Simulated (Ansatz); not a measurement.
# Gap against volume in random rock-salt (Li, K, Na)F solid solution (64 atoms)

The cell holds 64 atoms: 11 K, 32 F, 11 Na and 10 Li. Its edges and angles: a = 10.117 Å, b = 9.719 Å, c = 10.143 Å, α = 90.5°, β = 89.1°, γ = 89.7°. It derives from LiF and NaF and KF. The starting structure: Rock-salt lattice (a = 4.669 Å, the mean of the end members), 2 x 2 x 2 cells, metal sites filled at random with 10 Li, 11 K, 11 Na; not relaxed, displaced by a Gaussian of 0.02 Å.

Calculated with Ansatz 0.2.0: Kohn-Sham DFT, PBE, PAW (set soft_2), plane waves; cutoff 420 eV, Γ point, fixed occupations. The relaxed cell was scaled evenly and the atoms were relaxed at each volume. The gap is that between the highest filled and the lowest empty Kohn-Sham level on the run's k-points.

```
volume (Å³/atom)  gap (eV)
          14.023               6.088
          14.646                   ?
          15.113               5.771
          15.581               5.643
          16.048               5.528
          16.515               5.381
```

Task: Fit a straight line in ln V to the rows given and interpolate to the withheld row.

**Working.**

A volume deformation potential makes the spacing linear in u = ln(V/V0), with V0 = 15.581 Å³ the relaxed volume; v is the spacing.

```
u = ln(V/V0)  v (eV)
   -0.105360  6.0885
  -0.0304592  5.7708
           0   5.643
   0.0295596  5.5282
   0.0582694  5.3813
```

With n = 5: mean u = -0.00959810, mean v = 5.68236, Σ(u − ū)² = 0.015837, Σ(u − ū)(v − v̄) = -0.067584. Slope b = -0.067584 / 0.015837 = -4.2675; intercept a = v̄ − b ū = 5.6414.

At the withheld volume u = -0.06188, and v = a + b u.

Prediction at 14.646: 5.905 eV. The run gave 5.927 eV, so the fit is low by 0.021 eV (0.36 % of the value).

The slope, -4.27 eV, says that the spacing narrows on expansion. Among the rows given, the largest miss of the fit is at 16.048, by 0.013 eV (1.8 % of the range of the table).

Limits: The table spans 16 % in volume, wide for a linear law. Semilocal functionals tend to put gaps under measured ones. Only the Γ point is sampled. Atoms move by up to 0.7 Å in these relaxations, so the structure changes along the series. The mesh needn't hold the band edges.

[Logs are printed without paths, hosts, clocks, repeated set-up lines and the standing remarks that a program may print on its own settings, such as how far it seeks lower states.]

[Hosts, paths, dates, database ids (printed as entryN), source tags and the programs' standing remarks are cut or masked in the printed files.]
